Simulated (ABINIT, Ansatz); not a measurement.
## How the form of the self-energy moves the gap of Ba2SrTeO6 (R-3)

Aim: compare treatments of exchange, screening and correlation for the gap of Ba2SrTeO6 (R-3).

Calculated with ABINIT 10.8.3; LDA and many-body steps on it, plane waves.

Report form: the programs' logs are mostly left out.

### Step 1. Set-up

The structure is trigonal, space group R-3 (No. 148). The conventional cell has a = 6.189 Å, b = 6.189 Å, c = 14.900 Å, α = 90.00°, β = 90.00°, γ = 120.00°. Ba has 12 O at 2.79 to 3.42 Å nearest. Sr has 6 O at 2.44 Å nearest. Nearest to Te lie 6 O at 1.96 Å. Nearest to O lie 1 Te at 1.96 Å and 1 Sr at 2.44 Å and 4 Ba at 2.79 to 3.42 Å. Farther neighbours and most contacts between anions are not listed.

Structure file:

```cif
data_structure
_symmetry_space_group_name_H-M 'P 1'
_symmetry_Int_Tables_number 1
_cell_length_a 6.1184
_cell_length_b 6.1184
_cell_length_c 6.1184
_cell_angle_alpha 60.764
_cell_angle_beta 60.764
_cell_angle_gamma 60.764
_cell_volume 164.75
loop_
_atom_site_label
_atom_site_type_symbol
_atom_site_fract_x
_atom_site_fract_y
_atom_site_fract_z
_atom_site_occupancy
Ba1 Ba 0.25206 0.25206 0.25206 1
Ba2 Ba 0.74794 0.74794 0.74794 1
Sr3 Sr 0.00000 0.00000 0.00000 1
Te4 Te 0.50000 0.50000 0.50000 1
O5 O 0.32844 0.71751 0.22634 1
O6 O 0.71751 0.22634 0.32844 1
O7 O 0.22634 0.32844 0.71751 1
O8 O 0.67156 0.28249 0.77366 1
O9 O 0.77366 0.67156 0.28249 1
O10 O 0.28249 0.77366 0.67156 1
```

The cell and positions are those that the Materials Project relaxed with its own functionals (PBE, PBE+U or r2SCAN), kept fixed. Spin-orbit coupling is left out unless a step names it.

### Step 2. Empty states on the mesh, 2×2×2 mesh, 524 bands

This step: ABINIT 10.8.3; DFT, LDA, plane waves, norm-conserving pseudopotentials.

The sums over transitions need many empty states on a uniform mesh; this step solves for them.

Input file run.abi:

```
acell 3*1.0 Angstrom
rprim 
  3.094471017325 1.786593674874 4.966610984592
  -3.094471017325 1.786593674874 4.966610984592
  0.000000000000 -3.573187349682 4.966610984616
ntypat 4
znucl 56 38 52 8
natom 10
typat 1 1 2 3 4 4 4 4 4 4
xred 
  0.252060000000 0.252060000000 0.252060000000
  0.747940000000 0.747940000000 0.747940000000
  0.000000000000 0.000000000000 0.000000000000
  0.500000000000 0.500000000000 0.500000000000
  0.328441000000 0.717506000000 0.226340000000
  0.717506000000 0.226340000000 0.328441000000
  0.226340000000 0.328441000000 0.717506000000
  0.671559000000 0.282494000000 0.773660000000
  0.773660000000 0.671559000000 0.282494000000
  0.282494000000 0.773660000000 0.671559000000
pp_dirpath "pseudos"
pseudos "Ba.upf, Sr.upf, Te.upf, O.upf"
ecut 42
ngkpt 2 2 2
nshiftk 1
shiftk 0 0 0
kptopt 1
chksymbreak 0
iscf -2
irdden 1
istwfk *1
nband 524
nbdbuf 46
tolwfr 1e-09
nstep 60
prtvol 0
indata_prefix "in"
outdata_prefix "out"
tmpdata_prefix "tmp"
```

The run is started by

```console
OMP_NUM_THREADS=1 mpirun -n 4 abinit run.abi > log
```

The job ended after 26 min (4 MPI ranks of Intel Xeon Platinum 8259CL at 2.50GHz (Skylake/Cascade Lake), shared host; peak memory 1 GiB).

Numbers from this step:

| Quantity | Value |
| --- | --- |
| gap | 2.939 eV |
| k of the valence top | 0.5, 0.5, 0 |
| k of the conduction bottom | 0, 0, 0 |
| least direct gap | 3.069 eV |
| k points computed | 4 |
| lowest point of the top converged band, above the valence top | 100.5145 eV |

On this mesh the gap is 2.939 eV.

The density comes from a self-consistent run that is not shown.

### Step 3. Screening, 2×2×2 mesh, 222 bands, screening to 141.5 eV

The RPA dielectric matrix is built and inverted for each q.

This step: RPA screening on LDA, plane waves, norm-conserving pseudopotentials.

run.abi, as its differences from that of step 2:

```diff
@@ -28,10 +28,11 @@
 chksymbreak 0
-iscf -2
-irdden 1
 istwfk *1
-nband 524
-nbdbuf 46
-tolwfr 1e-09
-nstep 60
-prtvol 0
+occopt 1
+irdwfk 1
+optdriver 3
+nband 222
+ecuteps 5.2
+inclvkb 2
+awtr 1
+symchi 1
 indata_prefix "in"
```

Elapsed: 9.3 min, on 4 MPI ranks; peak memory 3.3 GiB.

Numbers from this step:

| Property | Result |
| --- | --- |
| ε∞ with local fields, on this mesh, along the program's q direction | 4.011 |
| the same without local fields | 4.485 |
| plasma frequency | 27.45 eV |
| plane waves in the screening matrix | 615 |

Local fields lower ε∞ by 11 %. On a Γ-centred mesh this coarse the value itself is usually too large, while a short band sum pulls it down.

### Step 4. G0W0, Godby-Needs plasmon pole

The self-energy is evaluated for the states that the input lists, and the levels follow from it, in one-shot runs by the linearised quasiparticle equation.

This step: G0W0 on LDA, plane waves, norm-conserving pseudopotentials.

run.abi, as its differences from that of step 3:

```diff
@@ -31,8 +31,17 @@
 irdwfk 1
-optdriver 3
+optdriver 4
 nband 222
+gwcalctyp 0
+ecutsigx 42
+symsigma 1
+nkptgw 2
+kptgw 
+  0.5000000000 0.5000000000 0.0000000000
+  0.0000000000 0.0000000000 0.0000000000
+bdgw 
+  44 47
+  43 48
 ecuteps 5.2
-inclvkb 2
-awtr 1
-symchi 1
+irdscr 1
+ppmodel 1
 indata_prefix "in"
```

Elapsed: 2.3 min, on 4 MPI ranks; peak memory 2.5 GiB.

This step gave:

| Quantity | Value |
| --- | --- |
| G0W0 gap on the points computed | 4.999 eV |
| starting gap on the mesh | 2.939 eV |
| k of the valence top | 0.5, 0.5, 0 |
| k of the conduction bottom | 0, 0, 0 |
| Z at the valence top | 0.782 |
| Z at the conduction bottom | 0.826 |
| least direct G0W0 gap on the computed points | 5.147 eV |

The gap on the mesh goes from 2.94 eV to 5.00 eV, a correction of +2.06 eV.

### Step 5. G0W0, Hybertsen-Louie plasmon pole

run.abi, as its differences from that of step 4:

```diff
@@ -45,3 +45,3 @@
 irdscr 1
-ppmodel 1
+ppmodel 2
 indata_prefix "in"
```

Elapsed: 2.2 min, on 4 MPI ranks; peak memory 2.4 GiB.

This step gave:

```yaml
g0w0_gap_on_the_points_computed: 5.171 eV
starting_gap_on_the_mesh: 2.939 eV
k_of_the_valence_top: 0.5, 0.5, 0
k_of_the_conduction_bottom: 0, 0, 0
z_at_the_valence_top: 0.832
z_at_the_conduction_bottom: 0.871
least_direct_g0w0_gap_on_the_computed_points: 5.318 eV
```

Against G0W0 in ABINIT (2×2×2 mesh, 222 bands, screening to 141.5 eV, Godby-Needs plasmon pole), the gap moves by +0.172 eV.

### Step 6. G0W0, Engel-Farid plasmon pole

run.abi, as its differences from that of step 5:

```diff
@@ -45,3 +45,3 @@
 irdscr 1
-ppmodel 2
+ppmodel 4
 indata_prefix "in"
```

Wall time 97 s (4 MPI ranks); peak memory 2.4 GiB.

This step gave:

* G0W0 gap on the points computed: 5.024 eV
* starting gap on the mesh: 2.939 eV
* k of the valence top: 0.5, 0.5, 0
* k of the conduction bottom: 0, 0, 0
* least direct G0W0 gap on the computed points: 5.176 eV

Against G0W0 in ABINIT (2×2×2 mesh, 222 bands, screening to 141.5 eV, Godby-Needs plasmon pole), the gap moves by +0.025 eV.

### Step 7. One-shot Hartree-Fock

This step: one-shot Hartree-Fock on LDA, plane waves, norm-conserving pseudopotentials.

run.abi, as its differences from that of step 6:

```diff
@@ -32,4 +32,4 @@
 optdriver 4
-nband 222
-gwcalctyp 0
+nband 49
+gwcalctyp 5
 ecutsigx 42
@@ -43,5 +43,4 @@
   43 48
-ecuteps 5.2
-irdscr 1
-ppmodel 4
+ixc_sigma 40
+fftgw 31
 indata_prefix "in"
```

The job ended after 22 s (4 MPI ranks; peak memory 2 GiB; 86 s of CPU time).

This step gave:

```
quasiparticle gap on the points computed              : 12.75 eV
starting gap on the mesh                              : 2.939 eV
k of the valence top                                  : 0.5, 0.5, 0
k of the conduction bottom                            : 0, 0, 0
least direct quasiparticle gap on the computed points : 12.87 eV
```

Against G0W0 in ABINIT (2×2×2 mesh, 222 bands, screening to 141.5 eV, Godby-Needs plasmon pole), the gap moves by +7.754 eV.

### Step 8. The runs together

Times are wall times on 4 MPI ranks of Intel Xeon Platinum 8259CL at 2.50GHz (Skylake/Cascade Lake), shared host, good to a factor of about two. A run's time includes the screening step that it read.

| run | mesh | bands | screening cutoff (eV) | DFT gap (eV) | gap on the mesh (eV) | direct (eV) | ε∞ used | time |
| --- | --- | --- | --- | --- | --- | --- | --- | --- |
| G0W0, Godby-Needs plasmon pole | 2×2×2 | 222 | 141.5 | 2.939 | 4.999 | 5.147 | 4.01 | 12 min |
| G0W0, Hybertsen-Louie plasmon pole | 2×2×2 | 222 | 141.5 | 2.939 | 5.171 | 5.318 | 4.01 | 12 min |
| G0W0, Engel-Farid plasmon pole | 2×2×2 | 222 | 141.5 | 2.939 | 5.024 | 5.176 | 4.01 | 11 min |
| one-shot Hartree-Fock | 2×2×2 | - | - | 2.939 | 12.753 | 12.869 | - | 22 s |

### Step 9. Outcome

```json
{
 "G0W0, Godby-Needs plasmon pole": "4.999 eV",
 "G0W0, Hybertsen-Louie plasmon pole": "5.171 eV",
 "G0W0, Engel-Farid plasmon pole": "5.024 eV",
 "one-shot Hartree-Fock": "12.753 eV",
 "known limits": "not at the basis limit; no spin-orbit coupling; coarse k mesh"
}
```

**Reading.** G0W0, Hybertsen-Louie plasmon pole: +0.172 eV against G0W0, Godby-Needs plasmon pole. G0W0, Engel-Farid plasmon pole: +0.025 eV against G0W0, Godby-Needs plasmon pole. One-shot Hartree-Fock: +7.754 eV against G0W0, Godby-Needs plasmon pole. Bare exchange alone opens the gap to 12.75 eV; against G0W0, correlation takes back 7.75 eV. Bands and cutoff are finite, so the gap is not at the basis limit. The miss can reach some tenths of an eV and take either sign; the mesh is an error of its own. In the G0W0 runs levels were corrected at 2 k points alone, so a gap called «on the mesh» is the least over those, and an edge elsewhere would be missed. The 2×2×2 mesh is coarse for this cell, which bears on the long-range parts of exchange and screening. The many-body steps are scalar-relativistic: spin-orbit coupling is not in them.

[Paths, hosts, dates, memory and timing lines, banners, echoed tables and standing remarks are left out of the program output.]

[Logs are printed without paths, hosts, clocks, repeated set-up lines and the standing remarks that a program may print on its own settings, such as how far it seeks lower states.]

[Runs of the session that timed out or met a known fault of the program may be left out.]

[Hosts, paths, dates, database ids (printed as entryN), source tags and the programs' standing remarks are cut or masked in the printed files.]

[G0W0 gaps are taken among the corrected bands and points alone; a level outside them can change the order at an edge.]

[Where Ansatz stands beside ABINIT at settings called matched, ABINIT's density can come from a denser mesh and the files from another edition; pairs whose starting gaps differed by over 0.03 eV were left out, so agreement reads better than it is.]
